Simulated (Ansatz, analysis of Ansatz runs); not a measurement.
## Local vibrational mode of the bond-centred H+ along c in ZnO (HSE06)

How near does this set-up come to the measured local vibrational mode? Subject: bond-centred H+ along c in ZnO. Set-up: HSE06, 72-site cell, PBE lattice, 420 eV, k: the zone centre alone, relaxed with the hybrid, anharmonic cut along the mode. The model is a cell of 72 host atoms with 1 H put in. The frequencies come from force constants among the defect atom and its neighbours, with the masses of the isotopes named. Exact exchange opens the gap, stiffens bonds and lessens the self-interaction error, at many times the cost.

What was measured. O-H stretch, 1H: 3611.3 cm⁻¹ at 10 K, by IR absorption (quoted in “Hydrogen and Related Defects in Oxide Semiconductors”, 2012, M. C. Tarun, 2012 (Ph.D. dissertation, Washington State University), quoting earlier work (2002)). O-D stretch, 2H: 2668 cm⁻¹ at 9 K, by FTIR absorption (quoted in “Hydrogen-related defects in hydrothermally grown ZnO studied by Fourier Transform Infrared Spectroscopy”, 2010, Halvard Haug, quoting earlier work (2005)). The calculation is set beside it at the end.

Calculated with Ansatz 0.2.0; plane-wave PAW DFT, HSE06; relaxation of all atoms of a defect supercell.

**1. Set-up**

The cell holds 73 atoms: 36 Zn, 36 O and 1 H. Cell: a = 9.839 Å, b = 9.839 Å, c = 10.587 Å, α = 90.0°, β = 90.0°, γ = 120.0°. It derives from ZnO (space group P6_3mc). Nearest the centre at fractional (0.444, 0.556, 0.368): H73 at 0.00 Å, O36 at 1.00 Å, Zn33 at 1.70 Å, Zn46 at 2.35 Å, Zn14 at 2.35 Å, Zn38 at 2.35 Å, O43 at 2.68 Å, O11 at 2.68 Å. The cell carries charge +1.

The host's primitive cell comes from a first run (plane-wave PAW DFT, PBE; relaxation of the host's cell and atoms): vectors of 3.280, 3.280 and 5.293 Å. That is 12.33 Å³ an atom, 3.6 % over the diffraction cell's volume. The supercell is built on it.

**2. Relaxation, charge +1**

Every later number rests on the structure around the defect, so the atoms are relaxed at the host's lattice first.

The input, relax/input.yaml:

```yaml
relax:
  f_tol: 0.01
  max_steps: 80
  random_displacement: { amplitude: 0.02, seed: 574 }
crystal:
  lattice:
    - [9.83855992, 0.0, 0.0]
    - [-4.91927996, 8.52044283, 0.0]
    - [0.0, 0.0, 10.58650209]
  atoms:
    - { symbol: Zn, position: [0.111111111, 0.222222222, 0.249983552] }
    - { symbol: Zn, position: [0.222222222, 0.111111111, -1.6448e-05] }
    - { symbol: O, position: [0.222222222, 0.111111111, 0.189521448] }
    - { symbol: O, position: [0.111111111, 0.222222222, 0.439521448] }
    - { symbol: Zn, position: [0.111111111, 0.222222222, 0.749983552] }
    - { symbol: Zn, position: [0.222222222, 0.111111111, 0.499983552] }
    - { symbol: O, position: [0.222222222, 0.111111111, 0.689521448] }
    - { symbol: O, position: [0.111111111, 0.222222222, 0.939521448] }
    - { symbol: Zn, position: [0.111111111, 0.555555556, 0.249983552] }
    - { symbol: Zn, position: [0.222222222, 0.444444444, -1.6448e-05] }
    - { symbol: O, position: [0.222222222, 0.444444444, 0.189521448] }
    - { symbol: O, position: [0.111111111, 0.555555556, 0.439521448] }
    - { symbol: Zn, position: [0.111111111, 0.555555556, 0.749983552] }
    - { symbol: Zn, position: [0.222222222, 0.444444444, 0.499983552] }
    - { symbol: O, position: [0.222222222, 0.444444444, 0.689521448] }
    - { symbol: O, position: [0.111111111, 0.555555556, 0.939521448] }
    - { symbol: Zn, position: [0.111111111, 0.888888889, 0.249983552] }
    - { symbol: Zn, position: [0.222222222, 0.777777778, -1.6448e-05] }
    - { symbol: O, position: [0.222222222, 0.777777778, 0.189521448] }
    - { symbol: O, position: [0.111111111, 0.888888889, 0.439521448] }
    - { symbol: Zn, position: [0.111111111, 0.888888889, 0.749983552] }
    - { symbol: Zn, position: [0.222222222, 0.777777778, 0.499983552] }
    - { symbol: O, position: [0.222222222, 0.777777778, 0.689521448] }
    - { symbol: O, position: [0.111111111, 0.888888889, 0.939521448] }
    - { symbol: Zn, position: [0.444444444, 0.222222222, 0.249983552] }
    - { symbol: Zn, position: [0.555555556, 0.111111111, -1.6448e-05] }
    - { symbol: O, position: [0.555555556, 0.111111111, 0.189521448] }
    - { symbol: O, position: [0.444444444, 0.222222222, 0.439521448] }
    - { symbol: Zn, position: [0.444444444, 0.222222222, 0.749983552] }
    - { symbol: Zn, position: [0.555555556, 0.111111111, 0.499983552] }
    - { symbol: O, position: [0.555555556, 0.111111111, 0.689521448] }
    - { symbol: O, position: [0.444444444, 0.222222222, 0.939521448] }
    - { symbol: Zn, position: [0.444444444, 0.555555556, 0.207476594] }
    - { symbol: Zn, position: [0.555555556, 0.444444444, -1.6448e-05] }
    - { symbol: O, position: [0.555555556, 0.444444444, 0.189521448] }
    - { symbol: O, position: [0.444444444, 0.555555556, 0.463136425] }
    - { symbol: Zn, position: [0.444444444, 0.555555556, 0.749983552] }
    - { symbol: Zn, position: [0.555555556, 0.444444444, 0.499983552] }
    - { symbol: O, position: [0.555555556, 0.444444444, 0.689521448] }
    - { symbol: O, position: [0.444444444, 0.555555556, 0.939521448] }
    - { symbol: Zn, position: [0.444444444, 0.888888889, 0.249983552] }
    - { symbol: Zn, position: [0.555555556, 0.777777778, -1.6448e-05] }
    - { symbol: O, position: [0.555555556, 0.777777778, 0.189521448] }
    - { symbol: O, position: [0.444444444, 0.888888889, 0.439521448] }
    - { symbol: Zn, position: [0.444444444, 0.888888889, 0.749983552] }
    - { symbol: Zn, position: [0.555555556, 0.777777778, 0.499983552] }
    - { symbol: O, position: [0.555555556, 0.777777778, 0.689521448] }
    - { symbol: O, position: [0.444444444, 0.888888889, 0.939521448] }
    - { symbol: Zn, position: [0.777777778, 0.222222222, 0.249983552] }
    - { symbol: Zn, position: [0.888888889, 0.111111111, -1.6448e-05] }
    - { symbol: O, position: [0.888888889, 0.111111111, 0.189521448] }
    - { symbol: O, position: [0.777777778, 0.222222222, 0.439521448] }
    - { symbol: Zn, position: [0.777777778, 0.222222222, 0.749983552] }
    - { symbol: Zn, position: [0.888888889, 0.111111111, 0.499983552] }
    - { symbol: O, position: [0.888888889, 0.111111111, 0.689521448] }
    - { symbol: O, position: [0.777777778, 0.222222222, 0.939521448] }
    - { symbol: Zn, position: [0.777777778, 0.555555556, 0.249983552] }
    - { symbol: Zn, position: [0.888888889, 0.444444444, -1.6448e-05] }
    - { symbol: O, position: [0.888888889, 0.444444444, 0.189521448] }
    - { symbol: O, position: [0.777777778, 0.555555556, 0.439521448] }
    - { symbol: Zn, position: [0.777777778, 0.555555556, 0.749983552] }
    - { symbol: Zn, position: [0.888888889, 0.444444444, 0.499983552] }
    - { symbol: O, position: [0.888888889, 0.444444444, 0.689521448] }
    - { symbol: O, position: [0.777777778, 0.555555556, 0.939521448] }
    - { symbol: Zn, position: [0.777777778, 0.888888889, 0.249983552] }
    - { symbol: Zn, position: [0.888888889, 0.777777778, -1.6448e-05] }
    - { symbol: O, position: [0.888888889, 0.777777778, 0.189521448] }
    - { symbol: O, position: [0.777777778, 0.888888889, 0.439521448] }
    - { symbol: Zn, position: [0.777777778, 0.888888889, 0.749983552] }
    - { symbol: Zn, position: [0.888888889, 0.777777778, 0.499983552] }
    - { symbol: O, position: [0.888888889, 0.777777778, 0.689521448] }
    - { symbol: O, position: [0.777777778, 0.888888889, 0.939521448] }
    - { symbol: H, position: [0.444444001, 0.555555999, 0.368445448] }
total_charge: 1
basis:
  ecutwfc: 420
  xc_grid: 2
hamiltonian:
  xc: hse06
kpoints:
  mp_grid: { grid: [1, 1, 1] }
scf:
  occupations: { method: fermi_dirac, width: 0.01 }
  max_iter: 120
output:
  forces: true
checkpoint:
  write: "../relax.run"
  compress: false
  write_wavefunctions: true
  write_every: 100000
```

Command:

```console
$ ansatz run input.yaml --threads 4 --pin off --max-ram 14131MiB --backend cpu --events-out ev --progress --plain --runs-dir out
```

Numbers of over 12 decimals in the logs are rounded to 6 here.

Log:

```text
[... repeated set-up lines and file paths are left out, and long positions are rounded to six places ...]
exact exchange: scf.exx.singularity resolves to wigner_seitz, which cuts the screened interaction at the faces of the exchange supercell's Wigner-Seitz cell, so that each pair interacts once, at the shortest of its separations (the periodic images that this [...]
Engine: ansatz 0.2.0, aarch64-unknown-linux-gnu
Pseudopotentials: kind: paw
Pseudopotential: Zn, paw, valence charge 12, recommended cutoff 420 eV (normal), Zn.paw.azcp
Pseudopotential: O, paw, valence charge 6, recommended cutoff 420 eV (normal), O.paw.azcp
Pseudopotential: H, paw, valence charge 1, recommended cutoff 420 eV (normal), H.paw.azcp
Functional definition: HSE06
  parameter a = 0.25
  parameter omega = 0.11/bohr
  exchange = pbe_x - a*pbe_x_sr(omega) + a*exact_x_sr(omega)
  correlation = pbe_c
Crystal: 73 atoms, lattice volume = 887.455 Å³
Basis set: ecut = 420 eV, 17351 PW (Γ), exchange–correlation on 144×144×144 points (8 copies of the dense FFT grid, shifted against one another)
Bands: 397, of which v1, the nominal top of the filled ones, is band 324 counted from 1 (323 counted from 0)
Symmetry: 1 space group operations
k-points: 1
Non-local potential: Zn, projectors of the file, l = 0: 2, l = 1: 2, l = 2: 3, l = 3: 1
Non-local potential: O, projectors of the file, l = 0: 2, l = 1: 2, l = 2: 1
Non-local potential: H, projectors of the file, l = 0: 2, l = 1: 1
PAW form: soft (Blöchl's): semilocal exchange-correlation on the pseudo side does not see the compensation charge
PAW frozen core: Zn, regenerated for the run's functional, and the local potential with it (the file was generated under x = pbe(κ = 0.804, μ = 0.219515), c = pbe(β = 0.066725))
PAW frozen core: O, regenerated for the run's functional, and the local potential with it (the file was generated under x = pbe(κ = 0.804, μ = 0.219515), c = pbe(β = 0.066725))
PAW one-centre angular grid: Zn, 590 points (default); XC on 64 Gauss nodes
PAW one-centre angular grid: O, 110 points (default); XC on 96 Gauss nodes
PAW one-centre angular grid: H, 110 points (default); XC on 64 Gauss nodes
Initial density: superposition of atomic densities (neutral atoms scaled as one to the charged cell's electrons: chi_scale 0, normalization atom), corrected by the library's trained network
Initial wavefunctions: pseudopotential atomic-orbital guess
Functional: x = pbe(κ = 0.804, μ = 0.219515), c = pbe(β = 0.066725), warm-up for x = pbe(κ = 0.804, μ = 0.219515) + 0.25 (exact − pbe) at short range (hse, ω = 0.207870 Å⁻¹), c = pbe(β = 0.066725); [...]
SCF iter   1: F=—  HF=-139947.201004 eV  |F-HF|=—  |Δ(HF+E_count)|=         —  Δρ=1.13e-2  dr2=6.81e-1  ethr=1.77e-3  ⟨swp⟩=9.0  Hψ=1854  notcnv=0
preconditioner: auto → none  [insulator: Δε(μ)=0.717 eV  Ē_g=12.506 eV  σ=0.010 eV  W_gap=1.00  n_scr=242 (ndim 8)  ℏωp=31.7 eV  f_vac=0.041  D(μ)=0.00/eV (n_scr^D=0)]
SCF iter   2: F=—  HF=-139947.008442 eV  |F-HF|=—  |Δ(HF+E_count)|=   1.93e-1  Δρ=3.57e-3  dr2=6.87e-2  ethr=1.05e-4  ⟨swp⟩=5.0  Hψ=1339  notcnv=0
SCF iter   3: F=—  HF=-139946.960531 eV  |F-HF|=—  |Δ(HF+E_count)|=   4.79e-2  Δρ=1.27e-3  dr2=8.68e-3  ethr=1.06e-5  ⟨swp⟩=5.0  Hψ=1300  notcnv=0
SCF iter   4: F=—  HF=-139946.961495 eV  |F-HF|=—  |Δ(HF+E_count)|=   9.64e-4  Δρ=8.19e-4  dr2=6.46e-3  ethr=1.34e-6  ⟨swp⟩=5.0  Hψ=1199  notcnv=0
iter 5 solved again at ethr=2.70e-8 eV; its pass at ethr=9.97e-7 eV (dr2=1.75e-4 eV) is discarded
SCF iter   5: F=—  HF=-139946.960944 eV  |F-HF|=—  |Δ(HF+E_count)|=   5.50e-4  Δρ=2.01e-4  dr2=2.03e-4  ethr=2.70e-8  ⟨swp⟩=3.0  Hψ=1815  notcnv=0
SCF iter   6: F=—  HF=-139946.961466 eV  |F-HF|=—  |Δ(HF+E_count)|=   5.22e-4  Δρ=2.41e-4  dr2=4.67e-4  ethr=2.70e-8  ⟨swp⟩=4.0  Hψ=1101  notcnv=0
SCF iter   7: F=—  HF=-139946.961407 eV  |F-HF|=—  |Δ(HF+E_count)|=   5.95e-5  Δρ=3.50e-5  dr2=1.04e-5  ethr=2.70e-8  ⟨swp⟩=4.0  Hψ=900  notcnv=0
SCF iter   8: F=—  HF=-139946.961406 eV  |F-HF|=—  |Δ(HF+E_count)|=   5.90e-7  Δρ=1.43e-5  dr2=1.32e-6  ethr=1.60e-9  ⟨swp⟩=4.0  Hψ=984  notcnv=0
SCF iter   9: F=—  HF=-139946.961406 eV  |F-HF|=—  |Δ(HF+E_count)|=   1.71e-7  Δρ=5.58e-6  dr2=1.66e-7  ethr=2.04e-10  ⟨swp⟩=4.0  Hψ=768  notcnv=0
SCF iter  10: F=-139946.961406 eV  HF=-139946.961406 eV  |F-HF|=6.61e-8  |Δ(HF+E_count)|=   2.29e-8  Δρ=3.31e-6  dr2=9.05e-8  ethr=2.57e-11  ⟨swp⟩=4.0  Hψ=1022  notcnv=0
SCF 1 converged in 10 iterations: F = -139946.961406 eV  dr2 = 9.05e-8
  greatest PAW one-centre occupation: 0.988 electrons in one spin orbital (limit 2), on the Zn atom at site 32 (counted from 0), in its partial waves of l = 2
Initial density: handed on by an earlier stage of this run
Initial wavefunctions: those handed on with the density
Functional: x = pbe(κ = 0.804, μ = 0.219515) + 0.25 (exact − pbe) at short range (hse, ω = 0.207870 Å⁻¹), c = pbe(β = 0.066725); HSE06 as pw.x's `hse` composes it (authors' and Libxc's form: `xc: wpbeh`)
Exchange kernel: α = 0.2500, screened, ω = 0.2079 Å⁻¹, Wigner–Seitz truncation, v(0) = 888.9961 eV·Å³, q-mesh 1×1×1, nearest image of the exchange supercell L = 9.84 Å, pair-density grid 48×48×50, without the augmentation charges, whose exchange is taken in [...]
Frozen-core exchange: fock
iter 1 solved again at ethr=3.76e-4 eV; its pass at ethr=1.00e-1 eV (dr2=2.44e0 eV) is discarded
[...]
SCF 3 converged in 7 iterations: F = -139941.801082 eV  dr2 = 5.20e-8
  Residual-converged pass: ⟨swp⟩=2.0  Hψ=701  notcnv=0  max |occ|·‖R‖ = 3.2e-6 eV (tolerance 5.4e-6 eV)  dr2=5.15e-8  dr2_onsite=7.31e-9  max |Δocc| = 0.0e0
hybrid outer 2: dexx = +2.448e-5 eV, tail = 3.31e-7 eV, Δε = 3.90e-3 eV (about 8.32e-5 eV left of the loop's levels), ΔF = 1.81e-2 eV/Å (tail 3.32e-3)
SCF iter   1: F=—  HF=-139941.801079 eV  |F-HF|=—  |Δ(HF+E_count)|=         —  Δρ=3.32e-6  dr2=6.39e-8  ethr=2.55e-10  ⟨swp⟩=15.0  Hψ=1171  notcnv=0
SCF iter   2: F=-139941.801079 eV  HF=-139941.801079 eV  |F-HF|=2.94e-9  |Δ(HF+E_count)|=   6.11e-9  Δρ=8.80e-7  dr2=5.48e-9  ethr=9.74e-12  ⟨swp⟩=4.0  Hψ=935  notcnv=0
SCF 4 converged in 2 iterations: F = -139941.801079 eV  dr2 = 5.48e-9
  Residual-converged pass: ⟨swp⟩=3.0  Hψ=722  notcnv=0  max |occ|·‖R‖ = 5.0e-6 eV (tolerance 5.5e-6 eV)  dr2=5.55e-9  dr2_onsite=1.17e-9  max |Δocc| = 0.0e0
hybrid outer 3: dexx = +6.832e-9 eV, tail = 1.34e-8 eV, Δε = 6.30e-5 eV (about 1.72e-5 eV left of the loop's levels), ΔF = 3.34e-4 eV/Å (tail 2.38e-4)
relax step   1: F+E_penalty+E_count = -139941.80107887 eV  Δ(F+E_penalty+E_count) = +0.000e0 eV  max|allowed force component| = 2.845e0 eV/Å  Δτ_max = 0.0000 Å  (26 SCF iters, accepted)
[...]
relax step   2: F+E_penalty+E_count = -139942.56476730 eV  Δ(F+E_penalty+E_count) = -7.637e-1 eV  max|allowed force component| = 1.568e0 eV/Å  Δτ_max = 0.1118 Å  (12 SCF iters, dr2 threshold 1.00e-4 eV, accepted)
relax step   3: F+E_penalty+E_count = -139942.96544580 eV  Δ(F+E_penalty+E_count) = -4.007e-1 eV  max|allowed force component| = 5.577e-1 eV/Å  Δτ_max = 0.1733 Å  (17 SCF iters, dr2 threshold 1.00e-4 eV, accepted)
relax step   4: F+E_penalty+E_count = -139943.00622143 eV  Δ(F+E_penalty+E_count) = -4.078e-2 eV  max|allowed force component| = 9.668e-2 eV/Å  Δτ_max = 0.0814 Å  (16 SCF iters, dr2 threshold 3.94e-5 eV, accepted)
relax step   5: F+E_penalty+E_count = -139943.01157155 eV  Δ(F+E_penalty+E_count) = -5.350e-3 eV  max|allowed force component| = 4.666e-2 eV/Å  Δτ_max = 0.0170 Å  (18 SCF iters, dr2 threshold 5.84e-7 eV, accepted)
relax step   6: F+E_penalty+E_count = -139943.01305110 eV  Δ(F+E_penalty+E_count) = -1.480e-3 eV  max|allowed force component| = 1.428e-2 eV/Å  Δτ_max = 0.0176 Å  (19 SCF iters, dr2 threshold 1.36e-7 eV, accepted)
[...]
relax step   7: F+E_penalty+E_count = -139943.01313537 eV  Δ(F+E_penalty+E_count) = -8.428e-5 eV  max|allowed force component| = 1.942e-3 eV/Å  Δτ_max = 0.0053 Å  (16 SCF iters, accepted)
hybrid SCF converged: 3 outer / 16 inner (+0 warm-up), last move |dexx| = 3.09e-10 eV, tail = 1.84e-10 eV
Stability not checked: this state was not tested for a lower state beside it, because the functional holds exact exchange (a hybrid, or Hartree-Fock), whose exchange loop this test does not read (fock_operator; see scf.lower_state_search)
Free energy (F): -139943.013135 eV
Harris-Foulkes:  -139943.013135 eV  (|F-HF|=0.00e0)
Internal energy: -139943.013135 eV  (E = F + TS)
E sigma→0 (E₀):  -139943.013135 eV
Fermi energy:    6.730719 eV
--- Per-component energies (eV) ---
  E_band       = -397.048947
  E_kinetic    = 11017.892387
  E_local      = -73767.642014  (includes V_loc(G=0)·N_el)
  E_nonlocal   = 24148.720736
  E_hartree    = 30516.637283
  E_xc         = -6002.757618
  E_vxc        = -4139.008588  (∫ρ·V_xc dr)
  E_exx        = -2206.896809  (= α·E_x^exact, valence–valence)
  E_paw        = -71118.491567  (= ΣΔE_a)
  E_vpaw       = -14276.565772  (= ΣTr[D̂ρ^β])
  E_aug_tail   = 0.073321  (compensation charges beyond the density's cutoff)
  E_ewald      = -52552.653101
  E_core_change = 22.104248  (= ΣΔE_core)
  E_smearing   = -0.000000  (= −TS)
  E_closure    = 0.000000  (closes the sum)
  E_deformation_potential = 13.610662  (in the stress; not in F)
  Σ components = -139943.013135   (vs F -139943.013135, Δ=0.00e0)
--- Forces (eV/Å), atoms counted from 1 ---
  atom   1  Zn     0.00014903     0.00025031    -0.00025848
  atom   2  Zn     0.00013253     0.00005943     0.00022410
  [... 8 atoms left out ...]
  atom  11  O     -0.00100369    -0.00061319    -0.00047881
  [... 2 atoms left out ...]
  atom  14  Zn     0.00013416     0.00011813    -0.00059761
  [... 18 atoms left out ...]
  atom  33  Zn     0.00010471     0.00004449     0.00113338
  [... 1 atom left out ...]
  atom  35  O      0.00062363    -0.00033559    -0.00043958
  atom  36  O     -0.00004897    -0.00001816    -0.00195054
  [... 1 atom left out ...]
  atom  38  Zn     0.00004587     0.00003440    -0.00049370
  [... 4 atoms left out ...]
  atom  43  O      0.00002172     0.00055073    -0.00036162
  atom  44  O      0.00001712    -0.00015613    -0.00007737
  [... 1 atom left out ...]
  atom  46  Zn     0.00003091    -0.00004944    -0.00057509
  [... 26 atoms left out ...]
  atom  73  H      0.00025168     0.00030150     0.00187833
  max |Σ_I F_I| component: 5.93e-4 eV/Å
--- Band table (eV) ---
  k-point 0: bands = ["-15.7174", "-13.6909", "-13.3985", "-13.3454", [... 352 left out ...] "15.1185", "15.1185", "15.1696", "15.1867"]
  guard bands above this table: 37 of the run's 397 bands. The solve was not asked for them (output.publish_guard_bands: true or output.eigenvalues: true publishes all)
--- Relaxed structure (7 steps of the walk, 7 accepted, 0 SCFs on fresh bases) ---
  F+E_penalty+E_count = -139943.01313537 eV   max|allowed force component| = 1.942e-3 eV/Å
  atoms:
    - { symbol: Zn, position: [0.111479, 0.222318, 0.250125] }
    - { symbol: Zn, position: [0.221563, 0.109740, 0.001043] }
    [... 8 atoms left out ...]
    - { symbol: O, position: [0.219040, 0.443012, 0.183778] }
    [... 2 atoms left out ...]
    - { symbol: Zn, position: [0.207253, 0.437113, 0.510847] }
    [... 18 atoms left out ...]
    - { symbol: Zn, position: [0.444616, 0.555806, 0.169528] }
    [... 1 atom left out ...]
    - { symbol: O, position: [0.557378, 0.442996, 0.183760] }
    - { symbol: O, position: [0.444538, 0.555747, 0.466608] }
    [... 1 atom left out ...]
    - { symbol: Zn, position: [0.563211, 0.437131, 0.510813] }
    [... 4 atoms left out ...]
    - { symbol: O, position: [0.557385, 0.781378, 0.183751] }
    - { symbol: O, position: [0.445231, 0.888292, 0.439826] }
    [... 1 atom left out ...]
    - { symbol: Zn, position: [0.563205, 0.793041, 0.510800] }
    [... 26 atoms left out ...]
    - { symbol: H, position: [0.444430, 0.555664, 0.376039] }
```

Wall time 25 min (4 threads of Arm Neoverse V1, shared host); peak memory 3.3 GiB; 1.6 h of CPU time.

The steps of the relaxation:

```
step  energy less that of the first step (eV)  largest force component (eV/Å)
   1                                   0.0000                          2.8454
   2                                  -0.7637                          1.5676
   3                                  -1.1644                          0.5577
   4                                  -1.2051                          0.0967
   5                                  -1.2105                          0.0467
   6                                  -1.2120                          0.0143
   7                                  -1.2121                          0.0019
```

The atoms that moved most (Å, from the sites as typed, ahead of the random displacement, the mean shift of all atoms taken out):

```
atom      dx      dy      dz  length
Zn33   0.000   0.000  -0.401   0.401
Zn14  -0.111  -0.064   0.116   0.173
Zn38   0.111  -0.064   0.115   0.173
Zn46   0.000   0.128   0.115   0.172
Zn42   0.000   0.119  -0.098   0.154
Zn34   0.103  -0.059  -0.098   0.154
Zn10  -0.103  -0.059  -0.098   0.154
 O40   0.000   0.000   0.145   0.145
```

Neighbours of H73 at the end:

```
atom  distance (Å)
 O36         0.959
Zn33         2.186
Zn14         2.474
Zn38         2.475
Zn46         2.475
 O11         2.798
 O35         2.800
 O43         2.800
```

Read from the output:

```yaml
free_energy: -139943.0131 eV
```

The relaxation ends 17 meV an atom lower than the displaced start, with a largest force component of 0.0019 eV/Å.

[end of part 1 of 2]

[Logs are printed without paths, hosts, clocks, repeated set-up lines and the standing remarks that a program may print on its own settings, such as how far it seeks lower states.]

[Hosts, paths, dates, database ids (printed as entryN), source tags and the programs' standing remarks are cut or masked in the printed files.]

[For some hosts the program warned that the k-mesh of the response run may be too coarse for force constants and the static dielectric constant; such warnings are not shown here.]
